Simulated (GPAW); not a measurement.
# CaGaSiH (P3m1): G0W0 on several meshes in GPAW

Wanted: mesh dependence and cost of G0W0 for CaGaSiH (P3m1).

Method: LDA and many-body steps on it, plane waves, in GPAW 26.7.0.

## Step 1: Starting point

The structure is trigonal, space group P3m1 (No. 156). Conventional cell: a = 4.091 Å, b = 4.091 Å, c = 4.763 Å, α = 90.00°, β = 90.00°, γ = 120.00°. Nearest to Ca lie 3 H at 2.39 Å and 3 Si at 3.14 Å and 3 Ga at 3.17 Å. Nearest to Ga lie 1 H at 1.75 Å and 3 Si at 2.43 Å. Si has 3 Ga at 2.43 Å and 3 Ca at 3.14 Å nearest. Nearest to H lie 1 Ga at 1.75 Å and 3 Ca at 2.39 Å. Farther neighbours are not listed.

Structure file:

```cif
data_structure
_symmetry_space_group_name_H-M 'P3m1'
_symmetry_Int_Tables_number 156
_cell_length_a 4.0911
_cell_length_b 4.0911
_cell_length_c 4.7628
_cell_angle_alpha 90.000
_cell_angle_beta 90.000
_cell_angle_gamma 120.000
_cell_volume 69.04
loop_
_atom_site_label
_atom_site_type_symbol
_atom_site_symmetry_multiplicity
_atom_site_Wyckoff_symbol
_atom_site_fract_x
_atom_site_fract_y
_atom_site_fract_z
_atom_site_occupancy
Ca1 Ca 1 b 0.33333 0.66667 0.00000 1
Ga1 Ga 1 a 0.00000 0.00000 0.55680 1
Si1 Si 1 c 0.66667 0.33333 0.43370 1
H1 H 1 a 0.00000 0.00000 0.92500 1
```

The cell and positions come from the Crystallography Open Database and are kept as given unless a step says otherwise.

## Step 2: Empty states on the mesh, 3×3×2 mesh, 242 bands

This step: GPAW 26.7.0; DFT, LDA, plane waves, PAW.

The sums over transitions need many empty states on a uniform mesh; this step solves for them.

run.py

```python
import json
import numpy as np
from gpaw.mpi import world
from gpaw import GPAW

calc = GPAW('gs.gpw').fixed_density(kpts={'size': (3, 3, 2), 'gamma': True},
    parallel={'domain': 1, 'band': 1},
    txt='nscf.txt')
calc.diagonalize_full_hamiltonian(nbands=242)
calc.write('full.gpw', mode='all')
res = {}
kpts = calc.get_ibz_k_points()
res['kpts'] = kpts
res['eigenvalues'] = [calc.get_eigenvalues(kpt=k) for k in range(len(kpts))]
res['n_electrons'] = calc.get_number_of_electrons()

if world.rank == 0:
    with open('result.json', 'w') as f:
        json.dump(res, f, default=lambda x: x.tolist())
```

Run with:

```bash
$ mpirun -n 4 gpaw python run.py
```

Numbers of over 12 decimals in the logs are rounded to 6 here.

The program printed:

```text
Diagonalizing LCAO Hamiltonian
Converting LCAO to pw mode
convergence criteria:
- Maximum integral of absolute [eigenst]ate change: 4e-08 eV^2 / valence electron
maximum number of iterations: 100

SCF iterations
|iter     |     time |      energy | eigst |  dens |
|iter:   1|  |             | +1.19 |       |
|iter:   2|  |             | +0.48 |       |
|iter:   3|  |             | +0.09 |       |
[...]
|iter:  11|  |             | -6.94 |       |
|iter:  12|  |             | -7.40 |       |
|iter:  13|  |             | -7.90c|       |
SCF steps: 13
  __  _  _
 | _ |_)|_||  |
 |__||  | ||/\| - 26.7.0

Input parameters:
  mode=PW(ecut=600.0),
  convergence={'density': 1e-06, 'bands': -3},
  gpts=array([24, 24, 27]),
  kpts=MonkhorstPack(size=(3, 3, 2), gamma=True),
  maxiter=100,
  nbands=17,
  occupations=Occupations(name='fermi-dirac', width=0.001, fixmagmom=False),
  parallel={'domain': 1, 'band': 1},
  xc=XC(name='LDA')
Matrix size: 2305x2305
# Writing to full.gpw (mode='all')
  [... matrices ...]

timing:  # [seconds]
  Total: 26.682  # ━━━━━━━━━━━━━━━━━━━━━━━━━━━━━━━━━━━━━━━━━━━━━━━━━━━━━━━━━━
```

Elapsed: 31 s, on 4 MPI ranks of Arm Neoverse V1, shared host; peak memory 2 GiB.

This step gave:

| Property | Result |
| --- | --- |
| gap | 0.3314 eV |
| k of the valence top | 0, 0, 0.5 |
| k of the conduction bottom | 0.3333, 0.3333, 0 |
| least direct gap | 1.278 eV |
| k points computed | 6 |
| lowest point of the top converged band, above the valence top | 117.5530 eV |

On this mesh the gap is 0.331 eV.

## Step 3: 3×3×2

G0W0 replaces the xc potential by the self-energy, built once from these orbitals. Only a window of levels is corrected, while the sums run over the empty bands that the input names.

This step: G0W0 on LDA, plane waves, PAW.

run.py

```python
import json
import numpy as np
from gpaw.mpi import world
from gpaw.response.g0w0 import G0W0

gw = G0W0('full.gpw',
    filename='gw',
    kpts=[0, 1, 4],
    bands=(7, 11),
    ecut=39,
    nbands=38,
    integrate_gamma='WS',
    ppa=True)
gw.calculate()
res = {mode: {k: v for k, v in r.items() if k != 'sigma_eskwn'}
       for mode, r in gw.all_results.items()}

if world.rank == 0:
    with open('result.json', 'w') as f:
        json.dump(res, f, default=lambda x: x.tolist())
```

Run with:

```bash
$ mpirun -n 4 gpaw python run.py
```

The program printed:

```text
Using integrator: PointIntegrator
FrequencyGridDescriptor(from 0.000+0.000j to 0.000+27.211j eV, 2 points)
Nonperiodic BCs:  [False False False]
Using integrator: PointIntegrator
FrequencyGridDescriptor(from 0.000+0.000j to 0.000+27.211j eV, 2 points)
Nonperiodic BCs:  [False False False]
  ___  _ _ _
 |   || | | |
 | | || | | |
 |__ ||_____|
 |___|

BZ k-points: Symmetries present (total): 6

  [... matrices ...]
18 k-points: 3 x 3 x 2 Monkhorst-Pack grid + [0.000000,0.000000,1/4]
6 k-points in the irreducible part of the Brillouin zone
       k-points in crystal coordinates                weights
   0:     0.00000000    0.00000000    0.00000000          1/18
   1:     0.00000000    0.00000000    0.50000000          1/18
   2:     0.33333333    0.00000000    0.00000000          6/18
   3:     0.33333333    0.00000000    0.50000000          6/18
   4:     0.33333333    0.33333333    0.00000000          2/18
   5:     0.33333333    0.33333333    0.50000000          2/18

Distributing spins, k-points and bands (1 x 3 x 4) over 4 processes
Number of blocks: 1

Quasi particle states:
k-points (IBZ indices): [0, 1, 4]
Band range: (7, 11)
  [... matrices ...]
Computational parameters:
Plane wave cut-off: 39 eV
Number of bands: 38
Coulomb cutoff: None
Broadening: 0.1 eV

fxc modes: GW
Kernel: RPA
Using Godby-Needs plasmon-pole approximation:
  Fitting energy: i*E0, E0 = 1.000 Hartree
Summing all q:

Calculating screened Coulomb potential
No Coulomb truncation
FrequencyGridDescriptor(from 0.000+0.000j to 0.000+27.211j eV, 2 points)
Removing empty qpoint cache files...

Calculating chi0 body with:
    Ground state adapter containing:
    Number of spins: 1
    Number of kpoints: 18
    Number of irreducible kpoints: 6
    Number of completely occupied states: 9
    Number of partially occupied states: 9
    Occupied states memory: 2.1357421875 M / cpu

    Linear response parametrization:
    q_c: [0.0, 0.0, 0.0]
    Number of frequency points: 2
    Planewave cutoff: 39.0
    Number of bands: 38
    Number of planewaves: 41
    Broadening (eta): 1e-06
    comm.size: 4
    kncomm.size: 4
    blockcomm.size: 1

    Memory estimate of potentially large arrays:
        chi0_wGG: 0.051300 M / cpu
Integrating chi0 body.

Symmetries of q_c:
    Direct symmetries (Uq -> q): 6
    Indirect symmetries (TUq -> q): 6
In total 12 allowed symmetries.

  [... matrices ...]
6 groups of equivalent kpoints. 66.666667% reduction.

Integral kind: response function
Integrating chi0 head and wings.

Symmetries of q_c:
    Direct symmetries (Uq -> q): 6
    Indirect symmetries (TUq -> q): 6
In total 12 allowed symmetries.

  [... matrices ...]
6 groups of equivalent kpoints. 66.666667% reduction.

Integral kind: response function wings

Calculating chi0 body with:
    Ground state adapter containing:
    Number of spins: 1
    Number of kpoints: 18
    Number of irreducible kpoints: 6
    Number of completely occupied states: 9
    Number of partially occupied states: 9
    Occupied states memory: 2.1357421875 M / cpu

[... the further q-points ...]

Results:
f:      Occupation numbers
eps:     KS-eigenvalues [eV]
vxc:     KS vxc [eV]
exx:     Exact exchange [eV]
sigma:   Self-energies [eV]
dsigma:  Self-energy derivatives
Z:       Renormalization factors
qp:      QP-energies [eV]

k-point 0 (0): (0.000, 0.000, 0.000)                GW
band       f     eps     vxc     exx   sigma  dsigma       Z      qp
                                                                   GW
   7   1.000   4.714 -12.885 -13.902   1.654  -0.279   0.782   5.212
   8   1.000   4.714 -12.885 -13.902   1.654  -0.279   0.782   5.212
   9   0.000   6.558 -12.732  -8.047  -3.361  -0.275   0.785   7.597
  10   0.000   8.407 -12.412  -7.269  -3.791  -0.282   0.780   9.462

k-point 1 (1): (0.000, 0.000, 0.500)                GW
band       f     eps     vxc     exx   sigma  dsigma       Z      qp
                                                                   GW
   7   1.000   5.273 -13.305 -14.490   1.754  -0.275   0.784   5.719
   8   1.000   5.611 -12.085 -12.887   1.262  -0.279   0.782   5.971
[...]
k-point 2 (4): (0.333, 0.333, 0.000)                GW
band       f     eps     vxc     exx   sigma  dsigma       Z      qp
                                                                   GW
[...]
8   1.000   4.600 -11.932 -12.610   1.279  -0.291   0.774   5.065
   9   0.000   5.942 -11.917  -7.551  -3.121  -0.266   0.790   6.925
  10   0.000   7.628 -11.968  -6.389  -4.079  -0.275   0.785   8.805
```

Run time: 8 s. Hardware: 4 MPI ranks; peak memory 1.1 GiB; 32 s of CPU time.

Numbers from this step:

| Property | Result |
| --- | --- |
| G0W0 gap on the points computed | 0.9543 eV |
| least direct G0W0 gap on the computed points | 1.860 eV |
| Z at the valence top | 0.7817 |
| Z at the conduction bottom | 0.7898 |
| starting gap on the mesh | 0.3314 eV |
| k of the valence top | 0, 0, 0.5 |
| k of the conduction bottom | 0.3333, 0.3333, 0 |

The gap on the mesh goes from 0.33 eV to 0.95 eV, a correction of +0.62 eV.

## Step 4: Empty states on the mesh, 3×3×4 mesh, 48 bands

This step: DFT, LDA, plane waves, PAW.

run.py

```python
import json
import numpy as np
from gpaw.mpi import world
from gpaw import GPAW

calc = GPAW('gs.gpw').fixed_density(kpts={'size': (3, 3, 4), 'gamma': True},
    nbands=56,
    convergence={'bands': 48},
    txt='nscf.txt')
calc.write('full.gpw', mode='all')
res = {}
kpts = calc.get_ibz_k_points()
res['kpts'] = kpts
res['eigenvalues'] = [calc.get_eigenvalues(kpt=k) for k in range(len(kpts))]
res['n_electrons'] = calc.get_number_of_electrons()

if world.rank == 0:
    with open('result.json', 'w') as f:
        json.dump(res, f, default=lambda x: x.tolist())
```

Run with:

```bash
$ mpirun -n 4 gpaw python run.py
```

The program printed:

```text
Diagonalizing LCAO Hamiltonian
Converting LCAO to pw mode
convergence criteria:
- Maximum integral of absolute [eigenst]ate change: 4e-08 eV^2 / valence electron
maximum number of iterations: 100

SCF iterations
|iter     |     time |      energy | eigst |  dens |
|iter:   1|  |             | +3.91 |       |
|iter:   2|  |             | +2.45 |       |
|iter:   3|  |             | +1.16 |       |
[...]
|iter:   9|  |             | -6.55 |       |
|iter:  10|  |             | -7.37 |       |
|iter:  11|  |             | -7.96c|       |
SCF steps: 11
  __  _  _
 | _ |_)|_||  |
 |__||  | ||/\| - 26.7.0

Input parameters:
  mode=PW(ecut=600.0),
  convergence={'bands': 48},
  gpts=array([24, 24, 27]),
  kpts=MonkhorstPack(size=(3, 3, 4), gamma=True),
  maxiter=100,
  nbands=56,
  occupations=Occupations(name='fermi-dirac', width=0.001, fixmagmom=False),
  parallel={},
  xc=XC(name='LDA')
# Writing to full.gpw (mode='all')
  [... matrices ...]

timing:  # [seconds]
  Total: 0.052  # ━━━━━━━━━━━━━━━━━━━━━━━━━━━━━━━━━━━━━━━━━━━━━━━━━━━━━━━━━━━
```

It took 9.7 s on 4 MPI ranks; peak memory 0.68 GiB.

This step gave:

- gap: 0.3314 eV
- k of the valence top: 0, 0, 0.5
- k of the conduction bottom: 0.3333, 0.3333, 0
- least direct gap: 1.278 eV
- k points computed: 10
- lowest point of the top converged band, above the valence top: 27.13 eV

On this mesh the gap is 0.331 eV.

## Step 5: 3×3×4

This step: G0W0 on LDA, plane waves, PAW.

run.py

```python
import json
import numpy as np
from gpaw.mpi import world
from gpaw.response.g0w0 import G0W0

gw = G0W0('full.gpw',
    filename='gw',
    kpts=[0, 2, 7],
    bands=(7, 11),
    ecut=39,
    nbands=38,
    integrate_gamma='WS',
    ppa=True)
gw.calculate()
res = {mode: {k: v for k, v in r.items() if k != 'sigma_eskwn'}
       for mode, r in gw.all_results.items()}

if world.rank == 0:
    with open('result.json', 'w') as f:
        json.dump(res, f, default=lambda x: x.tolist())
```

Run with:

```bash
$ mpirun -n 4 gpaw python run.py
```

The program printed:

```text
Using integrator: PointIntegrator
FrequencyGridDescriptor(from 0.000+0.000j to 0.000+27.211j eV, 2 points)
Nonperiodic BCs:  [False False False]
Using integrator: PointIntegrator
FrequencyGridDescriptor(from 0.000+0.000j to 0.000+27.211j eV, 2 points)
Nonperiodic BCs:  [False False False]
  ___  _ _ _
 |   || | | |
 | | || | | |
 |__ ||_____|
 |___|

BZ k-points: Symmetries present (total): 6

  [... matrices ...]
36 k-points: 3 x 3 x 4 Monkhorst-Pack grid + [0.000000,0.000000,1/8]
10 k-points in the irreducible part of the Brillouin zone
       k-points in crystal coordinates                weights
   0:     0.00000000    0.00000000    0.00000000          1/36
   1:     0.00000000    0.00000000    0.25000000          2/36
   2:     0.00000000    0.00000000    0.50000000          1/36
[...]
8:     0.33333333    0.33333333    0.25000000          4/36
   9:     0.33333333    0.33333333    0.50000000          2/36

Distributing spins, k-points and bands (1 x 3 x 4) over 4 processes
Number of blocks: 1

Quasi particle states:
k-points (IBZ indices): [0, 2, 7]
Band range: (7, 11)
  [... matrices ...]
Computational parameters:
Plane wave cut-off: 39 eV
Number of bands: 38
Coulomb cutoff: None
Broadening: 0.1 eV

fxc modes: GW
Kernel: RPA
Using Godby-Needs plasmon-pole approximation:
  Fitting energy: i*E0, E0 = 1.000 Hartree
Summing all q:

Calculating screened Coulomb potential
No Coulomb truncation
FrequencyGridDescriptor(from 0.000+0.000j to 0.000+27.211j eV, 2 points)
Removing empty qpoint cache files...

Calculating chi0 body with:
    Ground state adapter containing:
    Number of spins: 1
    Number of kpoints: 36
    Number of irreducible kpoints: 10
    Number of completely occupied states: 9
    Number of partially occupied states: 9
[...]
Memory estimate of potentially large arrays:
        chi0_wGG: 0.051300 M / cpu
Integrating chi0 body.

Symmetries of q_c:
    Direct symmetries (Uq -> q): 6
    Indirect symmetries (TUq -> q): 6
In total 12 allowed symmetries.

  [... matrices ...]
10 groups of equivalent kpoints. 72.222222% reduction.

Integral kind: response function
Integrating chi0 head and wings.

Symmetries of q_c:
    Direct symmetries (Uq -> q): 6
    Indirect symmetries (TUq -> q): 6
In total 12 allowed symmetries.

  [... matrices ...]
10 groups of equivalent kpoints. 72.222222% reduction.

Integral kind: response function wings

Calculating chi0 body with:
    Ground state adapter containing:
    Number of spins: 1
    Number of kpoints: 36
    Number of irreducible kpoints: 10
    Number of completely occupied states: 9
    Number of partially occupied states: 9
    Occupied states memory: 2.1357421875 M / cpu

[... the further q-points ...]

Results:
f:      Occupation numbers
eps:     KS-eigenvalues [eV]
vxc:     KS vxc [eV]
exx:     Exact exchange [eV]
sigma:   Self-energies [eV]
dsigma:  Self-energy derivatives
Z:       Renormalization factors
qp:      QP-energies [eV]

k-point 0 (0): (0.000, 0.000, 0.000)                GW
band       f     eps     vxc     exx   sigma  dsigma       Z      qp
                                                                   GW
   7   1.000   4.714 -12.885 -13.928   1.673  -0.280   0.781   5.206
   8   1.000   4.714 -12.885 -13.928   1.676  -0.280   0.781   5.209
   9   0.000   6.558 -12.732  -8.126  -3.280  -0.273   0.785   7.600
[...]
k-point 1 (2): (0.000, 0.000, 0.500)                GW
band       f     eps     vxc     exx   sigma  dsigma       Z      qp
                                                                   GW
[...]
k-point 2 (7): (0.333, 0.333, 0.000)                GW
band       f     eps     vxc     exx   sigma  dsigma       Z      qp
                                                                   GW
[...]
9   0.000   5.942 -11.917  -7.524  -3.095  -0.262   0.792   6.971
  10   0.000   7.628 -11.968  -6.556  -3.917  -0.271   0.786   8.804
```

The job ended after 13 s (4 MPI ranks; peak memory 1.3 GiB; 52 s of CPU time).

Numbers from this step:

```yaml
g0w0_gap_on_the_points_computed: 1.006 eV
least_direct_g0w0_gap_on_the_computed_points: 1.920 eV
z_at_the_valence_top: 0.7830
z_at_the_conduction_bottom: 0.7924
starting_gap_on_the_mesh: 0.3314 eV
k_of_the_valence_top: 0, 0, 0.5
k_of_the_conduction_bottom: 0.3333, 0.3333, 0
```

Against G0W0 in GPAW (3×3×2 mesh, 38 bands, screening to 39 eV, Godby-Needs plasmon pole), the gap moves by +0.052 eV.

## Step 6: Side by side

Times are wall times on 4 MPI ranks of Arm Neoverse V1, shared host, good to a factor of about two.

| run | mesh | bands | screening cutoff (eV) | DFT gap (eV) | gap on the mesh (eV) | direct (eV) | time |
| --- | --- | --- | --- | --- | --- | --- | --- |
| 3×3×2 | 3×3×2 | 38 | 39 | 0.331 | 0.954 | 1.860 | 8 s |
| 3×3×4 | 3×3×4 | 38 | 39 | 0.331 | 1.006 | 1.920 | 13 s |

## Step 7: Results

```yaml
3x3x2: 0.954 eV
3x3x4: 1.006 eV
known_limits: not at the basis limit; no spin-orbit coupling; coarse k mesh
```

**Reading.** 3×3×4: +0.052 eV against 3×3×2. Bands and cutoff are finite, so the gap is not at the basis limit. The miss can reach some tenths of an eV and take either sign; the mesh is an error of its own. These stock PAW sets were not made for GW; the filled d or f shell of Ga lies in the frozen core, which bears on start and correction. In the G0W0 runs levels were corrected at 3 k points alone, so a gap called «on the mesh» is the least over those, and an edge elsewhere would be missed. A denser mesh or path gives a starting gap of 0.13 eV: the GW mesh misses a band edge, so its gaps are not the fundamental one. The 3×3×2 mesh is coarse for this cell, which bears on the long-range parts of exchange and screening. Mesh or cutoff lie under what a gap needs, so these runs test behaviour and cost; their gaps are not to be quoted. The many-body steps are scalar-relativistic: spin-orbit coupling is not in them.

[Paths, hosts, dates, memory and timing lines, banners, echoed tables and standing remarks are left out of the program output.]

[Logs are printed without paths, hosts, clocks, repeated set-up lines and the standing remarks that a program may print on its own settings, such as how far it seeks lower states.]

[Runs of the session that timed out or met a known fault of the program may be left out.]

[Hosts, paths, dates, database ids (printed as entryN), source tags and the programs' standing remarks are cut or masked in the printed files.]
